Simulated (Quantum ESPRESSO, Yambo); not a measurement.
# Al2O3 (Corundum): G0W0 in Yambo against the screening cutoff

Wanted: the cheapest screening cutoff that holds the gap of Al2O3 (Corundum).

Program: Yambo 5.3.0. Level of theory: PBE and many-body steps on it, plane waves. Results are calculated unless marked as measured.

## Step 1: The structure

It takes space group R-3c (No. 167, trigonal). The conventional cell has a = 4.760 Å, b = 4.760 Å, c = 12.996 Å, α = 90.00°, β = 90.00°, γ = 120.00°. Nearest to Al lie 6 O at 1.85 to 1.97 Å. Nearest to O lie 4 Al at 1.85 to 1.97 Å. Farther neighbours and most contacts between anions are not listed.

As a file:

```
Al O
1.0
     2.38025    1.37424    4.33187
    -2.38025    1.37424    4.33187
     0.00000   -2.74848    4.33187
Al O
4 6
Direct
  0.35216 0.35216 0.35216
  0.14784 0.14784 0.14784
  0.64784 0.64784 0.64784
  0.85216 0.85216 0.85216
  0.55668 0.94332 0.25000
  0.25000 0.55668 0.94332
  0.94332 0.25000 0.55668
  0.44332 0.05668 0.75000
  0.75000 0.44332 0.05668
  0.05668 0.75000 0.44332
```

The cell and positions come from the Crystallography Open Database and are kept as given unless a step says otherwise.

## Step 2: 2 Ha

This step: Yambo 5.3.0; G0W0 on PBE, plane waves, norm-conserving pseudopotentials.

G0W0 replaces the xc potential by the self-energy, built once from these orbitals. Only a window of levels is corrected, while the sums run over the empty bands that the input names.

The input, gw7.in:

```
HF_and_locXC
gw0
dyson
ppa
em1d
rim_cut
RandQpts= 1000000
RandGvec= 1 RL
EXXRLvcs= 72 Ry
VXCRLvcs= 288 Ry
Chimod= "HARTREE"
% BndsRnXp
 1 | 113 |
%
NGsBlkXp= 4 Ry
% LongDrXp
 1 | 1 | 1 |
%
% GbndRnge
 1 | 113 |
%
DysSolver= "n"
ExtendOut
PPAPntXp= 27.21138 eV
% QPkrange
 1 | 1 | 23 | 26 |
%
```

The run is started by

```bash
> OMP_NUM_THREADS=2 mpirun -n 4 yambo -F gw7.in -J gw7 -C gw7 > gw7.log
```

Log:

```text
 Yambo, version 5.3.0

 [02] CORE Variables Setup
 =========================

  [... cell, symmetries and grids as in the set-up ...]

  [02.05] Energies & Occupations
  ==============================

  [X] === General ===
  [X] Electronic Temperature                        :  0.000000  0.000000 [eV K]
  [X] Bosonic    Temperature                        :  0.000000  0.000000 [eV K]
  [X] Finite Temperature mode                       : no
  [X] El. density                                   :  0.56459E+24 [cm-3]
  [X] Fermi Level                                   :  7.718763 [eV]

  [X] === Gaps and Widths ===
  [X] Conduction Band Min                           :  6.266286 [eV]
  [X] Valence Band Max                              :  0.000000 [eV]
  [X] Filled Bands                                  :  24
  [X] Empty Bands                                   :    25   378
  [X] Direct Gap                                    :  6.266286 [eV]
  [X] Direct Gap localized at k                     :  1
  [X] Indirect Gap                                  :  6.266286 [eV]
  [X] Indirect Gap between kpts                     :  1  1
  [X] Last valence band width                       :  0.549059 [eV]
  [X] 1st conduction band width                     :  3.582157 [eV]

 [03] Transferred momenta grid and indexing
 ==========================================

 IBZ Q-points                                      :  14
 BZ  Q-points                                      :   64

 K/Q-points units:
 rlu = crystal or reduced units; cc = cartesian coordinates; iku = interal k-units

 Q [ 1]         [rlu]:  0.000000  0.000000  0.000000
 Q [ 2]         [rlu]: -0.13482E-16 -0.27360E-16  0.25000
 Q [ 3]         [rlu]:  0.26965E-16  0.54720E-16 -0.50000
 Q [ 4]         [rlu]:  0.86127E-17  0.25000      0.25000
 Q [ 5]         [rlu]: -0.12880E-16  0.25000      0.50000
 Q [ 6]         [rlu]: -0.15111E-16  0.25000     -0.25000
 Q [ 7]         [rlu]:  0.11061E-15 -0.50000     -0.50000
 Q [ 8]         [rlu]:  0.250000  0.250000  0.250000
 Q [ 9]         [rlu]:  0.250000  0.250000  0.500000
 Q [10]         [rlu]:  0.250000  0.250000 -0.250000
 Q [11]         [rlu]:  0.250000  0.500000  0.500000
 Q [12]         [rlu]:  0.250000  0.500000  0.750000
 Q [13]         [rlu]: -0.500000 -0.500000 -0.500000
 Q [14]         [rlu]: -0.25000      0.44742E-17 -0.50000

 [04] Coloumb potential Random Integration (RIM)
 ===============================================

  [04.01] RIM initialization
  ==========================

  * Diagonal components only detected *

  8 x (sBL volume)        :  0.054043 [a.u.]
  sBZ random points       :  1000000
  Points outside the sBZ  :   7967396
  RL volume               :  0.432347 [a.u.]
  Integrated volume       :  0.434116 [a.u.]

  [04.02] RIM integrals
  =====================

  Gamma point sphere radius             :  0.068580 [a.u.]
  Points outside the sphere             :   800626
  [Int_sBZ(q=0) 1/q^2]*(Vol_sBZ)^(-1/3) =:  7.770918
                                 should be <:  7.795600

  Summary of Coulomb integrals for non-metallic bands |Q|[au] RIM/Bare

  Q [1] 0.100000E-4 0.996834 * Q [8] 0.191887 1.041586
  Q [2] 0.211524 1.077508 * Q [4] 0.238781 1.069714
  Q [9] 0.325746 1.027742 * Q [6] 0.349219 1.032846
  Q [11] 0.378062 1.020848 * Q [13] 0.383774 1.015523
  Q [5] 0.398466 1.024401 * Q [14] 0.398466 1.024201
  Q [10] 0.408285 1.024609 * Q [3] 0.423049 1.022144
  Q [7] 0.477561 1.017329 * Q [12] 0.518880 1.013830

 [WARNING] [Xp] User bands 1-113 break level degeneracy

 [05] Dipoles
 ============

  [05.01] Setup: observables and procedures
  =========================================

  [WARNING] [x,Vnl] slows the Dipoles computation. To neglect it rename the ns.kb_pp file

 [06] Dynamic Dielectric Matrix (PPA)
 ====================================

 [WR./gw7//ndb.pp]---------------------------------------------------------------
  Brillouin Zone Q/K grids (IBZ/BZ)                :   14   64   14   64
  RL vectors                                       :   7193 [WF]
  Coulomb cutoff potential                         : none
  Electronic Temperature                           :  0.000000 [K]
  Bosonic    Temperature                           :  0.000000 [K]
  PPA    diel. fun.  energies                      : Perdew, Burke & Ernzerhof(X)+Perdew, Burke & Ernzerhof(C)
  wavefunctions                                    : Perdew, Burke & Ernzerhof(X)+Perdew, Burke & Ernzerhof(C)
  Global Gauge                                     : length
  X matrix size                                    :   77
  X band range                                     :    1  113
  X e/h energy range                               : -1.000000 -1.000000 [eV]
  X Time ordering                                  : R
  X Hxc Kernel                                     : HARTREE
  X Drude frequency                                :  0.000000  0.000000
  X poles                                          :  100.0000 [o/o]
  RL vectors in the sum                            :   7193
  [r,Vnl] included                                 : yes
  Field direction                                  :  0.577350E-5  0.577350E-5  0.577350E-5
  BZ energy Double Grid                            : no
  BZ energy DbGd points                            : 0
  BZ Q point size factor                           : -1.000000
  X Optical Averaged directions                    : none

 [07] Local Exchange-Correlation + Non-Local Fock
 ================================================

 [VXC] Plane waves :   47361
 [EXS] Plane waves :   5903

 QP @ state[ 1 ] K range:  1  1
 QP @ state[ 1 ] b range:  23  26

 [xc] Functional : Perdew, Burke & Ernzerhof(X)+Perdew, Burke & Ernzerhof(C)
 [xc] LIBXC used to calculate xc functional
  PP Number of Atomic Species                      :  2
  NLCC RL compoments                               :   47361
  PP Number of Atomic Species                      :  2
  NLCC RL compoments                               :   47361

 [xc] E_xc :  -25.09480 [Ha]
      E_xc :  -50.18961 [Ry]

  Local XC kind (lXC) : Perdew, Burke & Ernzerhof(X)+Perdew, Burke & Ernzerhof(C)
  Non-Local XC kind (nlXC) : Hartree-Fock

  Corrections @ K [1] :  [eV]
 <23|nlXC|23> = -25.96448  0.82281E-17 <23|lXC|23> = -20.46721  0.18882E-15
 <24|nlXC|24> = -25.83744 -0.25266E-16 <24|lXC|24> = -20.39734 -0.16579E-23
 <25|nlXC|25> = -8.925463  0.17510E-18 <25|lXC|25> = -13.77888 -0.70806E-16
 <26|nlXC|26> = -6.122233 -0.40166E-19 <26|lXC|26> = -11.42354 -0.94408E-16

 [08] Dyson equation: Newton solver
 ==================================

  [08.01] G0W0 (W PPA)
  ====================

  [  GW  ] Bands range     :    1  113
  [GW/PPA] G damping       :  0.100000 [eV]

  QP @ state[ 1 ] K range:  1  1
  QP @ state[ 1 ] b range:  23  26

   Sc/G bands                                       :    1  113
   Sc/G damping                                     :  0.100000 ev
   Sc bands terminator                              : no
   Sx RL components                                 :   5903

   QP @ state[ 1 ] K range                          :  1  1
   QP @ state[ 1 ] b range                          :  23  26
   GF energies kind                                 : Perdew, Burke & Ernzerhof(X)+Perdew, Burke & Ernzerhof(C)
   GF WF`s kind                                     : Perdew, Burke & Ernzerhof(X)+Perdew, Burke & Ernzerhof(C)
   Xs energies kind                                 : Perdew, Burke & Ernzerhof(X)+Perdew, Burke & Ernzerhof(C)
   Xs WF`s kind                                     : Perdew, Burke & Ernzerhof(X)+Perdew, Burke & Ernzerhof(C)

 [11] Game Over & Game summary
```

The job ended after 80 s (4 MPI ranks of Arm Neoverse V2, shared host; peak memory 3.2 GiB; 10 min of CPU time).

This step gave:

| Quantity | Value |
| --- | --- |
| G0W0 gap on the points computed | 8.303 eV |
| starting gap on the mesh | 6.266 eV |
| k of the valence top | 0, 0, 0 |
| k of the conduction bottom | 0, 0, 0 |
| least direct G0W0 gap on the computed points | 8.303 eV |
| Z at the valence top | 0.8300 |
| Z at the conduction bottom | 0.8625 |

The gap on the mesh goes from 6.27 eV to 8.30 eV, a correction of +2.04 eV.

## Step 3: 3 Ha

The input, gw8.in:

```
HF_and_locXC
gw0
dyson
ppa
em1d
rim_cut
RandQpts= 1000000
RandGvec= 1 RL
EXXRLvcs= 72 Ry
VXCRLvcs= 288 Ry
Chimod= "HARTREE"
% BndsRnXp
 1 | 113 |
%
NGsBlkXp= 6 Ry
% LongDrXp
 1 | 1 | 1 |
%
% GbndRnge
 1 | 113 |
%
DysSolver= "n"
ExtendOut
PPAPntXp= 27.21138 eV
% QPkrange
 1 | 1 | 23 | 26 |
%
```

The run is started by

```bash
> OMP_NUM_THREADS=2 mpirun -n 4 yambo -F gw8.in -J gw8 -C gw8 > gw8.log
```

Log:

```text
 Yambo, version 5.3.0

 [02] CORE Variables Setup
 =========================

  [... cell, symmetries and grids as in the set-up ...]

  [02.05] Energies & Occupations
  ==============================

  [X] === General ===
  [X] Electronic Temperature                        :  0.000000  0.000000 [eV K]
  [X] Bosonic    Temperature                        :  0.000000  0.000000 [eV K]
  [X] Finite Temperature mode                       : no
  [X] El. density                                   :  0.56459E+24 [cm-3]
  [X] Fermi Level                                   :  7.718763 [eV]

  [X] === Gaps and Widths ===
  [X] Conduction Band Min                           :  6.266286 [eV]
  [X] Valence Band Max                              :  0.000000 [eV]
  [X] Filled Bands                                  :  24
  [X] Empty Bands                                   :    25   378
  [X] Direct Gap                                    :  6.266286 [eV]
  [X] Direct Gap localized at k                     :  1
  [X] Indirect Gap                                  :  6.266286 [eV]
  [X] Indirect Gap between kpts                     :  1  1
  [X] Last valence band width                       :  0.549059 [eV]
  [X] 1st conduction band width                     :  3.582157 [eV]

 [03] Transferred momenta grid and indexing
 ==========================================

 IBZ Q-points                                      :  14
 BZ  Q-points                                      :   64

 K/Q-points units:
 rlu = crystal or reduced units; cc = cartesian coordinates; iku = interal k-units

 Q [ 1]         [rlu]:  0.000000  0.000000  0.000000
 Q [ 2]         [rlu]: -0.13482E-16 -0.27360E-16  0.25000
 Q [ 3]         [rlu]:  0.26965E-16  0.54720E-16 -0.50000
[...]
================================================

 [VXC] Plane waves :   47361
 [EXS] Plane waves :   5903

 QP @ state[ 1 ] K range:  1  1
 QP @ state[ 1 ] b range:  23  26

 [xc] Functional : Perdew, Burke & Ernzerhof(X)+Perdew, Burke & Ernzerhof(C)
 [xc] LIBXC used to calculate xc functional
  PP Number of Atomic Species                      :  2
  NLCC RL compoments                               :   47361
  PP Number of Atomic Species                      :  2
  NLCC RL compoments                               :   47361

 [xc] E_xc :  -25.09480 [Ha]
      E_xc :  -50.18961 [Ry]

  Local XC kind (lXC) : Perdew, Burke & Ernzerhof(X)+Perdew, Burke & Ernzerhof(C)
  Non-Local XC kind (nlXC) : Hartree-Fock

  Corrections @ K [1] :  [eV]
 <23|nlXC|23> = -25.96448  0.82281E-17 <23|lXC|23> = -20.46721  0.18882E-15
 <24|nlXC|24> = -25.83744 -0.25266E-16 <24|lXC|24> = -20.39734 -0.16579E-23
 <25|nlXC|25> = -8.925463  0.17510E-18 <25|lXC|25> = -13.77888 -0.70806E-16
 <26|nlXC|26> = -6.122233 -0.40166E-19 <26|lXC|26> = -11.42354 -0.94408E-16

 [08] Dyson equation: Newton solver
 ==================================

  [08.01] G0W0 (W PPA)
  ====================

  [  GW  ] Bands range     :    1  113
  [GW/PPA] G damping       :  0.100000 [eV]

  QP @ state[ 1 ] K range:  1  1
  QP @ state[ 1 ] b range:  23  26

   Sc/G bands                                       :    1  113
   Sc/G damping                                     :  0.100000 ev
   Sc bands terminator                              : no
   Sx RL components                                 :   5903

   QP @ state[ 1 ] K range                          :  1  1
   QP @ state[ 1 ] b range                          :  23  26
   GF energies kind                                 : Perdew, Burke & Ernzerhof(X)+Perdew, Burke & Ernzerhof(C)
   GF WF`s kind                                     : Perdew, Burke & Ernzerhof(X)+Perdew, Burke & Ernzerhof(C)
   Xs energies kind                                 : Perdew, Burke & Ernzerhof(X)+Perdew, Burke & Ernzerhof(C)
   Xs WF`s kind                                     : Perdew, Burke & Ernzerhof(X)+Perdew, Burke & Ernzerhof(C)

 [11] Game Over & Game summary
```

Wall time 91 s (4 MPI ranks); peak memory 3.2 GiB.

Numbers from this step:

| Item | Value |
| --- | --- |
| G0W0 gap on the points computed | 8.316 eV |
| starting gap on the mesh | 6.266 eV |
| k of the valence top | 0, 0, 0 |
| k of the conduction bottom | 0, 0, 0 |
| least direct G0W0 gap on the computed points | 8.316 eV |
| Z at the valence top | 0.8218 |
| Z at the conduction bottom | 0.8583 |

Against the run before, the gap moves by +0.013 eV.

## Step 4: 6 Ha

The input, gw9.in:

```
HF_and_locXC
gw0
dyson
ppa
em1d
rim_cut
RandQpts= 1000000
RandGvec= 1 RL
EXXRLvcs= 72 Ry
VXCRLvcs= 288 Ry
Chimod= "HARTREE"
% BndsRnXp
 1 | 113 |
%
NGsBlkXp= 12 Ry
% LongDrXp
 1 | 1 | 1 |
%
% GbndRnge
 1 | 113 |
%
DysSolver= "n"
ExtendOut
PPAPntXp= 27.21138 eV
% QPkrange
 1 | 1 | 23 | 26 |
%
```

The run is started by

```bash
> OMP_NUM_THREADS=2 mpirun -n 4 yambo -F gw9.in -J gw9 -C gw9 > gw9.log
```

Log:

```text
 Yambo, version 5.3.0

 [02] CORE Variables Setup
 =========================

  [... cell, symmetries and grids as in the set-up ...]

  [02.05] Energies & Occupations
  ==============================

  [X] === General ===
  [X] Electronic Temperature                        :  0.000000  0.000000 [eV K]
  [X] Bosonic    Temperature                        :  0.000000  0.000000 [eV K]
  [X] Finite Temperature mode                       : no
  [X] El. density                                   :  0.56459E+24 [cm-3]
[...]
Sx RL components                                 :   5903

   QP @ state[ 1 ] K range                          :  1  1
   QP @ state[ 1 ] b range                          :  23  26
   GF energies kind                                 : Perdew, Burke & Ernzerhof(X)+Perdew, Burke & Ernzerhof(C)
   GF WF`s kind                                     : Perdew, Burke & Ernzerhof(X)+Perdew, Burke & Ernzerhof(C)
   Xs energies kind                                 : Perdew, Burke & Ernzerhof(X)+Perdew, Burke & Ernzerhof(C)
   Xs WF`s kind                                     : Perdew, Burke & Ernzerhof(X)+Perdew, Burke & Ernzerhof(C)

 [11] Game Over & Game summary
```

The job ended after 3 min (4 MPI ranks; peak memory 3.2 GiB; 23 min of CPU time).

This step gave:

| Item | Value |
| --- | --- |
| G0W0 gap on the points computed | 8.467 eV |
| starting gap on the mesh | 6.266 eV |
| k of the valence top | 0, 0, 0 |
| k of the conduction bottom | 0, 0, 0 |
| least direct G0W0 gap on the computed points | 8.467 eV |

Against the run before, the gap moves by +0.151 eV.

## Step 5: 7.5 Ha

The input, gw10.in:

```
HF_and_locXC
gw0
dyson
ppa
em1d
rim_cut
RandQpts= 1000000
RandGvec= 1 RL
EXXRLvcs= 72 Ry
VXCRLvcs= 288 Ry
Chimod= "HARTREE"
% BndsRnXp
 1 | 113 |
%
NGsBlkXp= 15 Ry
% LongDrXp
 1 | 1 | 1 |
%
% GbndRnge
 1 | 113 |
%
DysSolver= "n"
ExtendOut
PPAPntXp= 27.21138 eV
% QPkrange
 1 | 1 | 23 | 26 |
%
```

The run is started by

```bash
> OMP_NUM_THREADS=2 mpirun -n 4 yambo -F gw10.in -J gw10 -C gw10 > gw10.log
```

Log:

```text
 Yambo, version 5.3.0

 [02] CORE Variables Setup
 =========================

  [... cell, symmetries and grids as in the set-up ...]

  [02.05] Energies & Occupations
  ==============================

  [X] === General ===
  [X] Electronic Temperature                        :  0.000000  0.000000 [eV K]
  [X] Bosonic    Temperature                        :  0.000000  0.000000 [eV K]
  [X] Finite Temperature mode                       : no
  [X] El. density                                   :  0.56459E+24 [cm-3]
[...]
Sx RL components                                 :   5903

   QP @ state[ 1 ] K range                          :  1  1
   QP @ state[ 1 ] b range                          :  23  26
   GF energies kind                                 : Perdew, Burke & Ernzerhof(X)+Perdew, Burke & Ernzerhof(C)
   GF WF`s kind                                     : Perdew, Burke & Ernzerhof(X)+Perdew, Burke & Ernzerhof(C)
   Xs energies kind                                 : Perdew, Burke & Ernzerhof(X)+Perdew, Burke & Ernzerhof(C)
   Xs WF`s kind                                     : Perdew, Burke & Ernzerhof(X)+Perdew, Burke & Ernzerhof(C)

 [11] Game Over & Game summary
```

It took 4.9 min on 4 MPI ranks; peak memory 3.2 GiB; 38 min of CPU time.

This step gave:

| Item | Value |
| --- | --- |
| G0W0 gap on the points computed | 8.478 eV |
| starting gap on the mesh | 6.266 eV |
| k of the valence top | 0, 0, 0 |
| k of the conduction bottom | 0, 0, 0 |
| least direct G0W0 gap on the computed points | 8.478 eV |

Against the run before, the gap moves by +0.010 eV.

## Step 6: 9.5 Ha

The input, gw11.in:

```
HF_and_locXC
gw0
dyson
ppa
em1d
rim_cut
RandQpts= 1000000
RandGvec= 1 RL
EXXRLvcs= 72 Ry
VXCRLvcs= 288 Ry
Chimod= "HARTREE"
% BndsRnXp
 1 | 113 |
%
NGsBlkXp= 19 Ry
% LongDrXp
 1 | 1 | 1 |
%
% GbndRnge
 1 | 113 |
%
DysSolver= "n"
ExtendOut
PPAPntXp= 27.21138 eV
% QPkrange
 1 | 1 | 23 | 26 |
%
```

The run is started by

```bash
> OMP_NUM_THREADS=2 mpirun -n 4 yambo -F gw11.in -J gw11 -C gw11 > gw11.log
```

Log:

```text
 Yambo, version 5.3.0

 [02] CORE Variables Setup
 =========================

  [... cell, symmetries and grids as in the set-up ...]

  [02.05] Energies & Occupations
  ==============================

  [X] === General ===
  [X] Electronic Temperature                        :  0.000000  0.000000 [eV K]
  [X] Bosonic    Temperature                        :  0.000000  0.000000 [eV K]
  [X] Finite Temperature mode                       : no
  [X] El. density                                   :  0.56459E+24 [cm-3]
[...]
Sx RL components                                 :   5903

   QP @ state[ 1 ] K range                          :  1  1
   QP @ state[ 1 ] b range                          :  23  26
   GF energies kind                                 : Perdew, Burke & Ernzerhof(X)+Perdew, Burke & Ernzerhof(C)
   GF WF`s kind                                     : Perdew, Burke & Ernzerhof(X)+Perdew, Burke & Ernzerhof(C)
   Xs energies kind                                 : Perdew, Burke & Ernzerhof(X)+Perdew, Burke & Ernzerhof(C)
   Xs WF`s kind                                     : Perdew, Burke & Ernzerhof(X)+Perdew, Burke & Ernzerhof(C)

 [11] Game Over & Game summary
```

Elapsed: 9.6 min, on 4 MPI ranks; peak memory 3.3 GiB.

Numbers from this step:

```yaml
g0w0_gap_on_the_points_computed: 8.487 eV
starting_gap_on_the_mesh: 6.266 eV
k_of_the_valence_top: 0, 0, 0
k_of_the_conduction_bottom: 0, 0, 0
least_direct_g0w0_gap_on_the_computed_points: 8.487 eV
```

Against the run before, the gap moves by +0.009 eV.

## Step 7: The runs together

Times are wall times on 4 MPI ranks of Arm Neoverse V2, shared host, good to a factor of about two.

```tsv
run	mesh	bands	screening cutoff (eV)	DFT gap (eV)	gap on the mesh (eV)	direct (eV)	time
2 Ha	4×4×4	113	54.4	6.266	8.303	8.303	80 s
3 Ha	4×4×4	113	81.6	6.266	8.316	8.316	91 s
6 Ha	4×4×4	113	163.3	6.266	8.467	8.467	3 min
7.5 Ha	4×4×4	113	204.1	6.266	8.478	8.478	4.9 min
9.5 Ha	4×4×4	113	258.5	6.266	8.487	8.487	9.6 min
```

## Step 8: Results

| Property | Result |
| --- | --- |
| 2 Ha | 8.303 eV |
| 3 Ha | 8.316 eV |
| 6 Ha | 8.467 eV |
| 7.5 Ha | 8.478 eV |
| 9.5 Ha | 8.487 eV |
| known limits | not at the basis limit |

**Reading.** The setting moved: screening cutoff. From 2 Ha to 9.5 Ha the gap moves by +0.18 eV, for 7.2 times the time. It holds to 0.03 eV from 6 Ha on. Bands and screening cutoff are coupled, so a series along one setting does not show full convergence. Bands and cutoff are finite, so the gap is not at the basis limit. The miss can reach some tenths of an eV and take either sign; the mesh is an error of its own. In the G0W0 runs levels were corrected at 1 k point alone, so a gap called «on the mesh» is the least over those, and an edge elsewhere would be missed.

[Paths, hosts, dates, memory and timing lines, banners, echoed tables and standing remarks are left out of the program output.]

[Logs are printed without paths, hosts, clocks, repeated set-up lines and the standing remarks that a program may print on its own settings, such as how far it seeks lower states.]

[Runs of the session that timed out or met a known fault of the program may be left out.]

[Hosts, paths, dates, database ids (printed as entryN), source tags and the programs' standing remarks are cut or masked in the printed files.]
